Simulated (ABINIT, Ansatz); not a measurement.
# Sr2NbGaO6 (Fm-3m): one start, several treatments of the self-energy, part 2 of 2

Aim: compare treatments of exchange, screening and correlation for the gap of Sr2NbGaO6 (Fm-3m).

ABINIT 10.8.3; PBEsol and many-body steps on it, plane waves. Known limits of the many-body steps: not at the basis limit; exchange with frozen shells missing; no spin-orbit coupling; coarse k mesh.

So far. Step 5 (G0W0, Engel-Farid plasmon pole): Against G0W0 in ABINIT (2×2×2 mesh, 125 bands, screening to 114.3 eV, Godby-Needs plasmon pole), the gap moves by +0.041 eV. Step 6 (G0W0, Hybertsen-Louie plasmon pole): Against G0W0 in ABINIT (2×2×2 mesh, 125 bands, screening to 114.3 eV, Godby-Needs plasmon pole), the gap moves by +0.590 eV.

## Step 7: One-shot COHSEX

This step: one-shot COHSEX on PBEsol, plane waves, norm-conserving pseudopotentials.

File run.abi:

```
acell 3*1.0 Angstrom
rprim 
  0.000000000000 4.000204000000 4.000204000000
  4.000204000000 0.000000000000 4.000204000000
  4.000204000000 4.000204000000 0.000000000000
ntypat 4
znucl 38 41 31 8
natom 10
typat 1 1 2 3 4 4 4 4 4 4
xred 
  0.250000000000 0.250000000000 0.250000000000
  0.750000000000 0.750000000000 0.750000000000
  0.000000000000 0.000000000000 0.000000000000
  0.500000000000 0.500000000000 0.500000000000
  0.749216000000 0.250784000000 0.250784000000
  0.250784000000 0.749216000000 0.749216000000
  0.250784000000 0.250784000000 0.749216000000
  0.749216000000 0.749216000000 0.250784000000
  0.250784000000 0.749216000000 0.250784000000
  0.749216000000 0.250784000000 0.749216000000
pp_dirpath "pseudos"
pseudos "Sr.upf, Nb.upf, Ga.upf, O.upf"
ecut 37
ngkpt 2 2 2
nshiftk 1
shiftk 0 0 0
kptopt 1
chksymbreak 0
istwfk *1
occopt 1
irdwfk 1
optdriver 4
nband 125
gwcalctyp 7
ecutsigx 37
symsigma 1
nkptgw 1
kptgw 
  0.0000000000 0.0000000000 0.0000000000
bdgw 
  39 44
ecuteps 4.2
irdscr 1
indata_prefix "in"
outdata_prefix "out"
tmpdata_prefix "tmp"
```

On the command line:

```
OMP_NUM_THREADS=1 mpirun -n 4 abinit run.abi > log
```

Numbers of over 12 decimals in the logs are rounded to 6 here.

Output:

```text
.Version 10.8.3 of ABINIT. v10.8.2 released Aug 2026.

 Symmetries : space group Fm -3 m (#225); Bravais cF (face-center cubic)
[... echo of the input left out ...]
== DATASET  1 ==================================================================
-   mpi_nproc: 4, omp_nthreads: 1 (-1 if OMP is not activated)

--- !DatasetInfo
iteration_state: {dtset: 1, }
dimensions: {natom: 10, nkpt: 3, mband: 125, nsppol: 1, nspinor: 1, nspden: 1, mpw: 9377, }
cutoff_energies: {ecut:  37.0, pawecutdg:  -1.0, }
[...]
42   9.429 -16.642 -10.798  -5.378   1.000   0.000 -16.176   0.466   9.895
       43   9.429 -16.642 -10.798  -5.378   1.000   0.000 -16.176   0.466   9.895
       44   9.429 -16.642 -10.798  -5.378   1.000   0.000 -16.176   0.466   9.895

== END DATASET(S) ==============================================================
================================================================================

 -outvars: echo values of variables after computation  --------
           etotal      0.0000000000E+00
            nband         125
             nkpt           3
          spgroup         225
 [... the other variables as echoed above ...]

 Calculation completed.
```

Wall time 4.5 s (4 MPI ranks of Intel Xeon 6975P-C (Granite Rapids), shared host); peak memory 0.68 GiB; 17 s of CPU time.

Numbers from this step:

- quasiparticle gap on the points computed: 5.406 eV
- starting gap on the mesh: 3.158 eV
- k of the valence top: 0, 0, 0
- k of the conduction bottom: 0, 0, 0
- least direct quasiparticle gap on the computed points: 5.406 eV

Against G0W0 in ABINIT (2×2×2 mesh, 125 bands, screening to 114.3 eV, Godby-Needs plasmon pole), the gap moves by +0.448 eV.

## Step 8: One-shot Hartree-Fock

This step: one-shot Hartree-Fock on PBEsol, plane waves, norm-conserving pseudopotentials.

Edit run.abi of step 7 so:

```diff
@@ -32,4 +32,4 @@
 optdriver 4
-nband 125
-gwcalctyp 7
+nband 45
+gwcalctyp 5
 ecutsigx 37
@@ -41,4 +41,4 @@
   39 44
-ecuteps 4.2
-irdscr 1
+ixc_sigma 40
+fftgw 31
 indata_prefix "in"
```

Output:

```text
.Version 10.8.3 of ABINIT. v10.8.2 released Aug 2026.

 Symmetries : space group Fm -3 m (#225); Bravais cF (face-center cubic)
[... echo of the input left out ...]
== DATASET  1 ==================================================================
-   mpi_nproc: 4, omp_nthreads: 1 (-1 if OMP is not activated)

--- !DatasetInfo
iteration_state: {dtset: 1, }
dimensions: {natom: 10, nkpt: 3, mband: 45, nsppol: 1, nspinor: 1, nspden: 1, mpw: 9377, }
cutoff_energies: {ecut:  37.0, pawecutdg:  -1.0, }
[...]
42   9.429 -16.642 -10.798   0.000   1.000   0.000 -10.798   5.844  15.273
       43   9.429 -16.642 -10.798   0.000   1.000   0.000 -10.798   5.844  15.273
       44   9.429 -16.642 -10.798   0.000   1.000   0.000 -10.798   5.844  15.273

== END DATASET(S) ==============================================================
================================================================================

 -outvars: echo values of variables after computation  --------
           etotal      0.0000000000E+00
            nband          45
             nkpt           3
          spgroup         225
 [... the other variables as echoed above ...]

 Calculation completed.
```

Run time: 4 s. Hardware: 4 MPI ranks; peak memory 1.2 GiB.

Numbers from this step:

* quasiparticle gap on the points computed: 13.80 eV
* starting gap on the mesh: 3.158 eV
* k of the valence top: 0, 0, 0
* k of the conduction bottom: 0, 0, 0
* least direct quasiparticle gap on the computed points: 13.80 eV

Against G0W0 in ABINIT (2×2×2 mesh, 125 bands, screening to 114.3 eV, Godby-Needs plasmon pole), the gap moves by +8.841 eV.

## Step 9: Screening, 2×2×2 mesh, 125 bands, screening to 114.3 eV

This step: RPA screening on PBEsol, plane waves, norm-conserving pseudopotentials.

Edit run.abi of step 8 so:

```diff
@@ -31,14 +31,14 @@
 irdwfk 1
-optdriver 4
-nband 45
-gwcalctyp 5
-ecutsigx 37
-symsigma 1
-nkptgw 1
-kptgw 
-  0.0000000000 0.0000000000 0.0000000000
-bdgw 
-  39 44
-ixc_sigma 40
-fftgw 31
+optdriver 3
+nband 125
+ecuteps 4.2
+inclvkb 2
+awtr 1
+symchi 1
+gwcalctyp 2
+nfreqre 16
+freqremax 40 eV
+nfreqim 8
+spmeth 1
+nomegasf 120
 indata_prefix "in"
```

Output:

```text
.Version 10.8.3 of ABINIT. v10.8.2 released Aug 2026.

 Symmetries : space group Fm -3 m (#225); Bravais cF (face-center cubic)
[... echo of the input left out ...]
== DATASET  1 ==================================================================
-   mpi_nproc: 4, omp_nthreads: 1 (-1 if OMP is not activated)

--- !DatasetInfo
iteration_state: {dtset: 1, }
dimensions: {natom: 10, nkpt: 3, mband: 125, nsppol: 1, nspinor: 1, nspden: 1, mpw: 9377, }
cutoff_energies: {ecut:  37.0, pawecutdg:  -1.0, }
electrons: {nelect:   8.20000000E+01, charge:   0.00000000E+00, occopt:   1.00000000E+00, tsmear:   1.00000000E-02, }

 SCREENING: Calculation of the susceptibility and dielectric matrices

 Based on a program developped by R.W. Godby, V. Olevano, G. Onida, and L. Reining.
 Incorporated in ABINIT by V. Olevano, G.-M. Rignanese, and M. Torrent.
.Using double precision arithmetic ; gwpc =  8

[... cell and pseudopotentials left out ...]
--------------------------------------------------------------------------------

 ==== K-mesh for the wavefunctions ====
 Number of points in the irreducible wedge :     3
[... list of points left out ...]
 Together with 48 symmetry operations and time-reversal symmetry
 yields     8 points in the full Brillouin Zone.

 ==== Q-mesh for the screening function ====
 Number of points in the irreducible wedge :     3
[... list of points left out ...]
 Together with 48 symmetry operations and time-reversal symmetry
 yields     8 points in the full Brillouin Zone.

 setmesh: FFT mesh size selected  =    40x   40x   40
          total number of points  =        64000

 vcoul_init : cutoff-mode = AUXILIARY_FUNCTION
 q-points for optical limit:   1
     1)      0.000010    0.000020    0.000030

- screening: taking advantage of time-reversal symmetry
- Maximum band index for partially occupied states nbvw = 41
- Remaining bands to be divided among processors   nbcw = 84
- Number of bands treated by each node ~21

 Number of electrons calculated from density =   82.0000; Expected =   82.0000
 average of density, n =  0.094916
 r_s =    1.3600
 omega_plasma =   29.7184 [eV]

 calculating chi0 at frequencies [eV] :
  1    0.000000E+00    0.000000E+00
  2    2.666667E+00    0.000000E+00
  3    5.333333E+00    0.000000E+00
[...]
23    0.000000E+00    7.568770E+01
 24    0.000000E+00    1.065691E+02

--------------------------------------------------------------------------------
  q-point number  1        q = ( 0.000000, 0.000000, 0.000000) [r.l.u.]
--------------------------------------------------------------------------------
[... chi0 elements left out ...]
  [... further frequencies ...]

 No. of calculated frequencies >  15, stop printing
 For q-point:  0.000010 0.000020 0.000030
  dielectric constant =   5.4653
  dielectric constant without local fields =   6.1166

  Average fulfillment of the sum rule on Im[epsilon] for q-point    1 :     43.89  [%]
[... wings left out ...]
  q-point number  2        q = ( 0.500000, 0.000000, 0.000000) [r.l.u.]
--------------------------------------------------------------------------------
[... chi0 elements left out ...]
  [... further frequencies ...]

 No. of calculated frequencies >  15, stop printing
  Average fulfillment of the sum rule on Im[epsilon] for q-point    2 :     50.86  [%]

 [... 1 further q-points ...]
```

Run time: 56 s. Hardware: 4 MPI ranks; peak memory 2.4 GiB; 3.7 min of CPU time.

This step gave:

```
ε∞ with local fields, on this mesh, along the program's q direction : 5.465
the same without local fields                                       : 6.117
plasma frequency                                                    : 29.72 eV
plane waves in the screening matrix                                 : 339
```

## Step 10: G0W0, contour deformation

This step: G0W0 on PBEsol, plane waves, norm-conserving pseudopotentials.

Edit run.abi of step 9 so:

```diff
@@ -31,14 +31,14 @@
 irdwfk 1
-optdriver 3
+optdriver 4
 nband 125
+gwcalctyp 2
+ecutsigx 37
+symsigma 1
+nkptgw 1
+kptgw 
+  0.0000000000 0.0000000000 0.0000000000
+bdgw 
+  39 44
 ecuteps 4.2
-inclvkb 2
-awtr 1
-symchi 1
-gwcalctyp 2
-nfreqre 16
-freqremax 40 eV
-nfreqim 8
-spmeth 1
-nomegasf 120
+irdscr 1
 indata_prefix "in"
```

Output:

```text
.Version 10.8.3 of ABINIT. v10.8.2 released Aug 2026.

 Symmetries : space group Fm -3 m (#225); Bravais cF (face-center cubic)
[... echo of the input left out ...]
== DATASET  1 ==================================================================
-   mpi_nproc: 4, omp_nthreads: 1 (-1 if OMP is not activated)

--- !DatasetInfo
iteration_state: {dtset: 1, }
dimensions: {natom: 10, nkpt: 3, mband: 125, nsppol: 1, nspinor: 1, nspden: 1, mpw: 9377, }
cutoff_energies: {ecut:  37.0, pawecutdg:  -1.0, }
[...]
40   6.272 -19.836 -24.633   5.019   0.742  -0.347 -19.671   0.164   6.436
[...]
44   9.429 -16.642 -10.798  -3.402   0.783  -0.277 -14.729   1.912  11.342
       44   0.000   0.000   0.000   0.000   0.000   0.000   0.000   0.000   0.000

== END DATASET(S) ==============================================================
================================================================================

 -outvars: echo values of variables after computation  --------
           etotal      0.0000000000E+00
            nband         125
             nkpt           3
          spgroup         225
 [... the other variables as echoed above ...]

 Calculation completed.
```

The job ended after 5.8 s (4 MPI ranks; peak memory 1 GiB; 22 s of CPU time).

Numbers from this step:

| Quantity | Value |
| --- | --- |
| G0W0 gap on the points computed | 4.906 eV |
| starting gap on the mesh | 3.158 eV |
| k of the valence top | 0, 0, 0 |
| k of the conduction bottom | 0, 0, 0 |
| least direct G0W0 gap on the computed points | 4.906 eV |

Against G0W0 in ABINIT (2×2×2 mesh, 125 bands, screening to 114.3 eV, Godby-Needs plasmon pole), the gap moves by −0.052 eV.

## Step 11: The runs together

Times are wall times on 4 MPI ranks of Intel Xeon 6975P-C (Granite Rapids), shared host, good to a factor of about two. A run's time includes the screening step that it read.

```csv
run,mesh,bands,screening cutoff (eV),DFT gap (eV),gap on the mesh (eV),direct (eV),ε∞ used,time
"G0W0, Godby-Needs plasmon pole",2×2×2,125,114.3,3.158,4.958,4.958,5.44,56 s
"G0W0, Engel-Farid plasmon pole",2×2×2,125,114.3,3.158,4.999,4.999,5.44,55 s
"G0W0, Hybertsen-Louie plasmon pole",2×2×2,125,114.3,3.158,5.548,5.548,5.44,56 s
one-shot COHSEX,2×2×2,125,114.3,3.158,5.406,5.406,5.44,54 s
one-shot Hartree-Fock,2×2×2,-,-,3.158,13.799,13.799,-,4 s
"G0W0, contour deformation",2×2×2,125,114.3,3.158,4.906,4.906,5.47,62 s
```

## Step 12: Results

```
G0W0, Godby-Needs plasmon pole     : 4.958 eV
G0W0, Engel-Farid plasmon pole     : 4.999 eV
G0W0, Hybertsen-Louie plasmon pole : 5.548 eV
one-shot COHSEX                    : 5.406 eV
one-shot Hartree-Fock              : 13.799 eV
G0W0, contour deformation          : 4.906 eV
known limits                       : not at the basis limit; exchange with frozen shells missing; no spin-orbit coupling; coarse k mesh
```

In words: G0W0, Engel-Farid plasmon pole: +0.041 eV against G0W0, Godby-Needs plasmon pole. G0W0, Hybertsen-Louie plasmon pole: +0.590 eV against G0W0, Godby-Needs plasmon pole. One-shot COHSEX: +0.448 eV against G0W0, Godby-Needs plasmon pole. One-shot Hartree-Fock: +8.841 eV against G0W0, Godby-Needs plasmon pole. G0W0, contour deformation: −0.052 eV against G0W0, Godby-Needs plasmon pole. Bare exchange alone opens the gap to 13.80 eV; against G0W0, correlation takes back 8.84 eV. Bands and cutoff are finite, so the gap is not at the basis limit. The miss can reach some tenths of an eV and take either sign; the mesh is an error of its own. In the first G0W0 run levels were corrected at 1 k point alone, so a gap called «on the mesh» is the least over those, and an edge elsewhere would be missed. The 2×2×2 mesh is coarse for this cell, which bears on the long-range parts of exchange and screening. The norm-conserving file of at least one element keeps a d shell over frozen s and p shells of the same row. Exchange with those shells is missing from the self-energy, an error of 0.3 to 0.9 eV in cases checked, whose sign depends on which edge lies on those atoms. The many-body steps are scalar-relativistic: spin-orbit coupling is not in them.

[Paths, hosts, dates, memory and timing lines, banners, echoed tables and standing remarks are left out of the program output.]

[Logs are printed without paths, hosts, clocks, repeated set-up lines and the standing remarks that a program may print on its own settings, such as how far it seeks lower states.]

[Runs of the session that timed out or met a known fault of the program may be left out.]

[No measured gap is set beside runs whose start may be inverted or whose files or cutoffs have a known fault.]

[Hosts, paths, dates, database ids (printed as entryN), source tags and the programs' standing remarks are cut or masked in the printed files.]

[G0W0 gaps are taken among the corrected bands and points alone; a level outside them can change the order at an edge.]

[Where Ansatz stands beside ABINIT at settings called matched, ABINIT's density can come from a denser mesh and the files from another edition; pairs whose starting gaps differed by over 0.03 eV were left out, so agreement reads better than it is.]
